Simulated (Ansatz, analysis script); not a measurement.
# FePt (Tetraferroplatinum): where the moment collapses

How do the moments of FePt (Tetraferroplatinum) answer to compression and expansion?

Method: PBE, norm-conserving pseudopotentials, in Ansatz 0.2.0.

## Step 1: Starting point

It takes space group P4/mmm (No. 123, tetragonal). The conventional cell has a = 2.724 Å, b = 2.724 Å, c = 3.720 Å, α = 90.00°, β = 90.00°, γ = 90.00°. Nearest to Fe lie 8 Pt at 2.68 Å and 4 Fe at 2.72 Å. Nearest to Pt lie 8 Fe at 2.68 Å and 4 Pt at 2.72 Å. Farther neighbours are not listed.

## Step 2: Two spin channels first

A collinear run comes first: it shows whether moments survive, and how large they are.

input.yaml reads:

```yaml
crystal:
  lattice:
    - [2.7235, 0.0, 0.0]
    - [0.0, 2.7235, 0.0]
    - [0.0, 0.0, 3.72]
  atoms:
    - { symbol: Fe, position: [0.0, 0.0, 0.0], spin: 2.8 }
    - { symbol: Pt, position: [0.5, 0.5, 0.5] }
magnetization:
  spin_polarized: true
kpoints:
  mp_grid: { grid: [10, 10, 7] }
hamiltonian:
  xc: pbe
  pseudopotentials: { kind: nc }
scf:
  occupations: { method: fermi_dirac, width: 0.05 }
  max_iter: 120
  convergence: { dr2_threshold: 1.0e-08 }
```

Launch:

```sh
ansatz run input.yaml --threads 2 --pin off --max-ram 5120MiB --backend cpu --events-out ev --progress --plain --runs-dir out
```

Numbers of over 12 decimals in the logs are rounded to 6 here.

What it wrote:

```text
Engine: ansatz 0.2.0, aarch64-unknown-linux-gnu
Pseudopotentials: kind: nc
Pseudopotential: Fe, nc, valence charge 16, recommended cutoff 1224.512381 eV (normal), Fe.nc.azcp
Pseudopotential: Pt, nc, valence charge 18, recommended cutoff 1142.878222 eV (normal), Pt.nc.azcp
Functional definition: PBE
  parameter kappa = 0.804
  parameter beta = 0.066725
  exchange = pbe_x(kappa = kappa, mu = beta*pi^2/3)
  correlation = pbe_c(beta = beta)
Crystal: 2 atoms, lattice volume = 27.593 Å³
Basis set: ecut = 1224.512381 eV, 2701 PW (Γ)
Bands: 23, of which v1, the nominal top of the filled ones, is band 17 counted from 1 (16 counted from 0)
Symmetry: 16 space group operations
Space group: P4/mmm (ITA 123), of the structure as read, at distance tolerance 3.0e-5 Å
Magnetic group: BNS 123.339 (UNI 999), of the structure as read, at distance tolerance 3.0e-5 Å
k-points: 84 of 700
Non-local potential: Fe, projectors of the file, l = 0: 2, l = 1: 2, l = 2: 2
Non-local potential: Pt, projectors of the file, l = 0: 2, l = 1: 2, l = 2: 2, l = 3: 2
Initial density: superposition of atomic densities (chi_scale 0.1, normalization cell)
Starting moments: Σ|m| = 2.8 μB on 1 of 2 sites
Initial wavefunctions: pseudopotential atomic-orbital guess
Functional: x = pbe(κ = 0.804, μ = 0.219515), c = pbe(β = 0.066725)
SCF iter   1: F=—  HF=-7092.121644 eV  |F-HF|=—  |Δ(HF+E_count)|=         —  Δρ=2.27e-1 (↑1.14e-1 ↓2.27e-1)  dr2=3.65e1  dr2_m=2.79e0  M=1.409 μB ∫|m|=1.487 μB  β_m=0.30  ethr=3.10e-3  ⟨swp⟩=5.4  Hψ=16212  notcnv=0
preconditioner: auto → none  [metal: Δε(μ)=0.002 eV  Ē_g=9.383 eV  σ=0.050 eV  W_gap=0.01  n_scr=6 (ndim 8)  ℏωp=30.0 eV  f_vac=0.000  D(μ)=3.26/eV (n_scr^D=40)  sad-step TF]
SCF iter   2: F=—  HF=-7090.231934 eV  |F-HF|=—  |Δ(HF+E_count)|=    1.89e0  Δρ=1.05e-1 (↑7.96e-2 ↓1.05e-1)  dr2=4.98e0  dr2_m=6.99e-1  M=2.983 μB ∫|m|=3.009 μB  β_m=1.00  ethr=3.10e-3  ⟨swp⟩=3.7  Hψ=9760  notcnv=0  defer=60
SCF iter   3: F=—  HF=-7089.770505 eV  |F-HF|=—  |Δ(HF+E_count)|=   4.61e-1  Δρ=4.70e-2 (↑1.82e-2 ↓4.70e-2)  dr2=4.85e-1  dr2_m=1.65e-1  M=3.260 μB ∫|m|=3.364 μB  β_m=1.00  ethr=3.10e-3  ⟨swp⟩=2.6  Hψ=8205  notcnv=0  defer=91
SCF iter   4: F=—  HF=-7089.756520 eV  |F-HF|=—  |Δ(HF+E_count)|=   1.40e-2  Δρ=1.39e-2 (↑1.14e-2 ↓1.39e-2)  dr2=4.36e-2  dr2_m=9.29e-3  M=3.286 μB ∫|m|=3.437 μB  β_m=1.00  ethr=1.43e-3  ⟨swp⟩=2.0  Hψ=5369  notcnv=0  defer=91
SCF iter   5: F=—  HF=-7089.767587 eV  |F-HF|=—  |Δ(HF+E_count)|=   1.11e-2  Δρ=1.21e-2 (↑6.70e-3 ↓1.21e-2)  dr2=1.12e-1  dr2_m=2.85e-3  M=3.237 μB ∫|m|=3.407 μB  β_m=0.30  ethr=1.28e-4  ⟨swp⟩=2.5  Hψ=7215  notcnv=0  defer=96
Mixer restart at iter 5: flushing history
spin-set hold released at iteration 5 (site moments contracting): the magnetisation degrees of freedom join the quasi-Newton model from the next iteration; the mixer history was flushed
SCF iter   6: F=—  HF=-7089.789246 eV  |F-HF|=—  |Δ(HF+E_count)|=   2.17e-2  Δρ=1.86e-2 (↑9.57e-3 ↓1.86e-2)  dr2=2.91e-1  dr2_m=7.48e-3  M=3.347 μB ∫|m|=3.510 μB  β_m=0.20  ethr=1.28e-4  ⟨swp⟩=3.3  Hψ=8089  notcnv=0  defer=98  recentre
SCF iter   7: F=—  HF=-7089.755912 eV  |F-HF|=—  |Δ(HF+E_count)|=   3.33e-2  Δρ=1.45e-3 (↑1.45e-3 ↓1.39e-3)  dr2=3.54e-4  dr2_m=2.67e-4  M=3.280 μB ∫|m|=3.450 μB  β_m=0.60  ethr=1.28e-4  ⟨swp⟩=2.4  Hψ=6255  notcnv=0  defer=108
SCF iter   8: F=—  HF=-7089.756114 eV  |F-HF|=—  |Δ(HF+E_count)|=   2.02e-4  Δρ=1.49e-3 (↑6.84e-4 ↓1.49e-3)  dr2=1.24e-3  dr2_m=7.35e-5  M=3.275 μB ∫|m|=3.449 μB  β_m=0.60  ethr=1.04e-6  ⟨swp⟩=2.0  Hψ=7309  notcnv=0  defer=106
SCF iter   9: F=—  HF=-7089.755987 eV  |F-HF|=—  |Δ(HF+E_count)|=   1.27e-4  Δρ=5.01e-4 (↑1.18e-4 ↓5.01e-4)  dr2=9.23e-5  dr2_m=1.76e-5  M=3.278 μB ∫|m|=3.453 μB  β_m=0.55  ethr=1.04e-6  ⟨swp⟩=2.6  Hψ=6001  notcnv=0  defer=106
SCF iter  10: F=—  HF=-7089.755980 eV  |F-HF|=—  |Δ(HF+E_count)|=   6.61e-6  Δρ=2.87e-4 (↑1.19e-4 ↓2.87e-4)  dr2=2.08e-5  dr2_m=6.25e-6  M=3.279 μB ∫|m|=3.454 μB  β_m=0.69  ethr=2.72e-7  ⟨swp⟩=1.6  Hψ=5027  notcnv=0  defer=106
SCF iter  11: F=—  HF=-7089.755983 eV  |F-HF|=—  |Δ(HF+E_count)|=   2.58e-6  Δρ=7.58e-5 (↑2.34e-5 ↓7.58e-5)  dr2=1.89e-6  dr2_m=5.31e-7  M=3.280 μB ∫|m|=3.455 μB  β_m=0.67  ethr=6.11e-8  ⟨swp⟩=2.3  Hψ=5685  notcnv=0  defer=106
SCF iter  12: F=—  HF=-7089.755981 eV  |F-HF|=—  |Δ(HF+E_count)|=   1.56e-6  Δρ=2.87e-5 (↑6.13e-6 ↓2.87e-5)  dr2=2.09e-7  dr2_m=7.12e-8  M=3.280 μB ∫|m|=3.455 μB  β_m=0.80  ethr=5.57e-9  ⟨swp⟩=1.0  Hψ=3776  notcnv=0  defer=106
iter 13 met the thresholds in force, and the SCF goes on: an eigenvalue changes by 0.28 meV, over its tolerance of 0.16 meV (output.eigenvalues, Limitations)
SCF iter  13: F=-7089.755981 eV  HF=-7089.755981 eV  |F-HF|=2.42e-9  |Δ(HF+E_count)|=   1.51e-9  Δρ=3.61e-6 (↑1.15e-6 ↓3.61e-6)  dr2=2.98e-9  dr2_m=1.09e-9  M=3.280 μB ∫|m|=3.455 μB  β_m=0.84  ethr=2.94e-11  ⟨swp⟩=2.0  Hψ=11416  notcnv=0
SCF iter  14: F=-7089.755981 eV  HF=-7089.755981 eV  |F-HF|=1.91e-11  |Δ(HF+E_count)|=  4.64e-11  Δρ=4.48e-7 (↑2.92e-7 ↓4.48e-7)  dr2=3.12e-11  dr2_m=1.03e-11  M=3.280 μB ∫|m|=3.455 μB  ethr=8.77e-12  ⟨swp⟩=1.0  Hψ=8876  notcnv=0
SCF 1 converged in 14 iterations: F = -7089.755981 eV  dr2 = 3.12e-11
SCF converged after 14 iterations
an eigenvalue changed by more than its tolerance at an iteration that met the thresholds in force, so the SCF went on 1 time: the last check found none over its tolerance
Magnetization: 3.2797 μB (18.6399 up, 15.3601 down)
Absolute magnetization: 3.4550 μB (∫|ρ↑−ρ↓|)
Spin contamination: 0.0864 ħ² per cell (⟨S²⟩ above its minimum at these occupations)
Per-site moments (μB) at R_I (Å): [(2.946334, 1.104416), (0.398896, 1.104416)]
Free energy (F): -7089.755981 eV
Harris-Foulkes:  -7089.755981 eV  (|F-HF|=1.91e-11)
Internal energy: -7089.744800 eV  (E = F + TS)
E sigma→0 (E₀):  -7089.750391 eV
Entropy (-TS):   -0.011181 eV (-5.591 meV/atom)
Fermi energy:    20.718797 eV
--- Per-component energies (eV) ---
  E_band       = -363.168600
  E_kinetic    = 2579.710333
  E_local      = -4792.260175  (includes V_loc(G=0)·N_el)
  E_nonlocal   = 30.459791
  E_hartree    = 1397.172101
  E_xc         = -1284.652411
  E_vxc        = -975.422582  (∫ρ·V_xc dr)
  E_ewald      = -5020.174440
  E_smearing   = -0.011181  (= −TS)
  E_closure    = -0.000000  (closes the sum)
  Σ components = -7089.755981   (vs F -7089.755981, Δ=0.00e0)
```

Elapsed: 15 s, on 2 threads of Arm Neoverse V2, shared host; peak memory 0.51 GiB; 29 s of CPU time.

Spin moment in the atom's sphere by atom:

```tsv
atom	spin moment in the atom's sphere (μB)
Fe1	2.95
Pt2	0.40
```

Tables count atoms from 1; parts of the log count from 0.

The run ends ferromagnetic, with a net moment of 3.28 μB a cell. With one Fe atom carrying the moment, parallel order of its images is forced by the cell, not found.

## Step 3: Mesh refined

Levels at the Fermi energy are partly filled, so moments and energy differences can hang on the k-mesh, and the state is solved again on a denser one.

input.yaml, the sections that differ from step 2:

```yaml
crystal:
  lattice:
    - [2.7235, 0.0, 0.0]
    - [0.0, 2.7235, 0.0]
    - [0.0, 0.0, 3.72]
  atoms:
    - { symbol: Fe, position: [0.0, 0.0, 0.0], spin: 2.95 }
    - { symbol: Pt, position: [0.5, 0.5, 0.5] }
kpoints:
  mp_grid: { grid: [14, 14, 10] }
basis:
  ecutwfc: 1224.512381
checkpoint:
  read: start
  write: ck
  compress: false
  write_wavefunctions: false
  write_every: 100000
# magnetization, hamiltonian, scf: as in step 2
```

What it wrote:

```text
[...]
SCF converged after 8 iterations
Magnetization: 3.2819 μB (18.6409 up, 15.3591 down)
Absolute magnetization: 3.4566 μB (∫|ρ↑−ρ↓|)
[...]
Per-site moments (μB) at R_I (Å): [(2.955483, 1.104416), (0.391617, 1.104416)]
Free energy (F): -7089.754889 eV
[...]
Internal energy: -7089.744274 eV  (E = F + TS)
E sigma→0 (E₀):  -7089.749581 eV
Entropy (-TS):   -0.010614 eV (-5.307 meV/atom)
Fermi energy:    20.691131 eV
[...]
```

The job ended after 22 s (2 threads; peak memory 0.84 GiB; 42 s of CPU time).

Spin moment in the atom's sphere by atom:

```tsv
atom	spin moment in the atom's sphere (μB)
Fe1	2.96
Pt2	0.39
```

The run ends ferromagnetic, with a net moment of 3.28 μB a cell, against 3.28 μB on the first mesh.

The cell's volume is scaled by the factor named; fractional positions stay, and energies count from the lowest run.

## Step 4: Factor 0.7, typed moments

Three starts at each size show whether high-spin, low-spin and non-magnetic states coexist. One mesh, built for the smallest cell, and one cutoff serve all sizes, so that energies can be subtracted.

input.yaml, the sections that differ from step 3:

```yaml
crystal:
  lattice:
    - [2.41820655, 0.0, 0.0]
    - [0.0, 2.41820655, 0.0]
    - [0.0, 0.0, 3.30300289]
  atoms:
    - { symbol: Fe, position: [0.0, 0.0, 0.0], spin: 2.8 }
    - { symbol: Pt, position: [0.5, 0.5, 0.5] }
kpoints:
  mp_grid: { grid: [16, 16, 12] }
output:
  stress: true
# magnetization, hamiltonian, scf, basis: as in step 3
# checkpoint: removed
```

Launch:

```sh
ansatz run input.yaml --threads 1 --pin off --max-ram 2560MiB --backend cpu --events-out ev --progress --plain --runs-dir out
```

What it wrote:

```text
Warning: output.stress: scf.convergence.dr2_threshold = 1e-8 eV is looser than the 2e-10 eV advised for a printed stress (1e-10 eV for each atom of the cell: 2). What an SCF threshold leaves in a stress goes as its square root, and in the free energy as the threshold itself, and one threshold admits the most on a small cell: [figures from the program's tests cut] Set scf.convergence.dr2_threshold to 2e-10 eV or tighter. The threshold is an SCF's pass mark: one that does not reach it within its budget of iterations ends unconverged, or closes short of it on a stop that the run arms, and scf.convergence.dr2_threshold's page says what that costs each kind of run
[...]
Crystal: 2 atoms, lattice volume = 19.315 Å³
Basis set: ecut = 1224.512381 eV, 1891 PW (Γ)
Bands: 23, of which v1, the nominal top of the filled ones, is band 17 counted from 1 (16 counted from 0)
Symmetry: 16 space group operations
[...]
k-points: 315 of 3072
[...]
Starting moments: Σ|m| = 2.8 μB on 1 of 2 sites
[...]
SCF iter   1: F=—  HF=-7089.508818 eV  |F-HF|=—  |Δ(HF+E_count)|=         —  Δρ=2.79e-1 (↑1.33e-1 ↓2.79e-1)  dr2=2.77e1  dr2_m=3.93e0  M=1.045 μB ∫|m|=1.111 μB  β_m=0.30  ethr=3.10e-3  ⟨swp⟩=5.5  Hψ=63245  notcnv=0
[...]
SCF iter   2: F=—  HF=-7086.794018 eV  |F-HF|=—  |Δ(HF+E_count)|=    2.71e0  Δρ=1.20e-1 (↑1.20e-1 ↓7.16e-2)  dr2=1.58e0  dr2_m=1.16e0  M=1.485 μB ∫|m|=1.522 μB  β_m=0.30  ethr=3.10e-3  ⟨swp⟩=3.5  Hψ=33085  notcnv=0  defer=445
spin-set hold released at iteration 2 (site moments show no strong build): the magnetisation degrees of freedom join the quasi-Newton model from the next iteration; the mixer history was kept
SCF iter   3: F=—  HF=-7086.397261 eV  |F-HF|=—  |Δ(HF+E_count)|=   3.97e-1  Δρ=6.89e-2 (↑6.89e-2 ↓5.50e-2)  dr2=2.13e-1  dr2_m=5.83e-1  M=1.482 μB ∫|m|=1.523 μB  β_m=0.29  ethr=3.10e-3  ⟨swp⟩=2.8  Hψ=29965  notcnv=0  defer=495
[...]
SCF iter  18: F=-7086.524903 eV  HF=-7086.524903 eV  |F-HF|=6.37e-12  |Δ(HF+E_count)|=  3.91e-11  Δρ=4.53e-7 (↑4.53e-7 ↓3.83e-7)  dr2=5.76e-12  dr2_m=2.74e-11  M=-0.000 μB ∫|m|=0.000 μB  ethr=1.00e-12  ⟨swp⟩=3.0  Hψ=38393  notcnv=0
at 1 of the mixer's solves, the last at iteration 5, it left a direction of its history that read negative out of its fit and stepped the other way along it
WARN: the starting moments were not kept: the SCF closed with an absolute magnetisation of 5.1e-6 μB, where they sum to 2.8 μB in size (1 site). That is at most 0.1 of that sum. Measured as dr2_m measures the in/out step, that magnetisation stands 3.3e-11 eV from none, at or under the dr2_threshold of 1.0e-8 eV: it is no larger than a step whose dr2_m would equal this threshold. The system may hold no moment; this SC [...]
SCF 1 converged in 18 iterations: F = -7086.524903 eV  dr2 = 5.76e-12
SCF converged after 18 iterations
Magnetization: -0.0000 μB (17.0000 up, 17.0000 down)
Absolute magnetization: 0.0000 μB (∫|ρ↑−ρ↓|)
[...]
Per-site moments (μB) at R_I (Å): [(-4.110734832633212e-6, 0.980616), (-8.07713978138909e-7, 0.980616)]
Free energy (F): -7086.524903 eV
[...]
Internal energy: -7086.506301 eV  (E = F + TS)
E sigma→0 (E₀):  -7086.515602 eV
Entropy (-TS):   -0.018603 eV (-9.301 meV/atom)
Fermi energy:    31.842972 eV
[...]
--- Stress (GPa, compression-positive) ---
      165.211284       0.000000       0.000000
        0.000000     165.211284       0.000000
        0.000000       0.000000     159.694270
  P = ⅓ Tr σ = 163.3723 GPa (1633.723 kbar)
```

Wall time 95 s (1 thread); peak memory 0.86 GiB.

It ends non-magnetic, with 0 μB on the largest site.

## Step 5: Factor 0.7, starting moments cut to 30 %

The density is converged from the given moments; the state reached depends on that start.

input.yaml: that of step 4 with these lines changed.

```diff
@@ -6,3 +6,3 @@
   atoms:
-    - { symbol: Fe, position: [0.0, 0.0, 0.0], spin: 2.8 }
+    - { symbol: Fe, position: [0.0, 0.0, 0.0], spin: 0.84 }
     - { symbol: Pt, position: [0.5, 0.5, 0.5] }
```

What it wrote:

```text
[...]
Crystal: 2 atoms, lattice volume = 19.315 Å³
Basis set: ecut = 1224.512381 eV, 1891 PW (Γ)
Bands: 22, of which v1, the nominal top of the filled ones, is band 17 counted from 1 (16 counted from 0)
Symmetry: 16 space group operations
[...]
k-points: 315 of 3072
[...]
Internal energy: -7086.506301 eV  (E = F + TS)
E sigma→0 (E₀):  -7086.515602 eV
Entropy (-TS):   -0.018603 eV (-9.301 meV/atom)
Fermi energy:    31.842973 eV
[...]
--- Stress (GPa, compression-positive) ---
      165.211302       0.000000       0.000000
        0.000000     165.211302       0.000000
        0.000000       0.000000     159.694300
  P = ⅓ Tr σ = 163.3723 GPa (1633.723 kbar)
[key lines of the parts left out:]
SCF converged after 15 iterations
Magnetization: 0.0000 μB (17.0000 up, 17.0000 down)
Free energy (F): -7086.524903 eV
```

It took 83 s on 1 thread; peak memory 0.84 GiB.

It ends non-magnetic, with 0 μB on the largest site.

[end of part 1 of 2]

[Logs and program files are shortened in this print: banners, set-up blocks, solver, clock and traceback lines can be left out without a mark of their own.]

[Logs are printed without paths, hosts, clocks, repeated set-up lines and the standing remarks that a program may print on its own settings, such as how far it seeks lower states.]

[Hosts, paths, dates, database ids (printed as entryN), source tags and the programs' standing remarks are cut or masked in the printed files.]

[Where the input sets lower_state_search to off, the program did not look for lower states, so one may exist.]
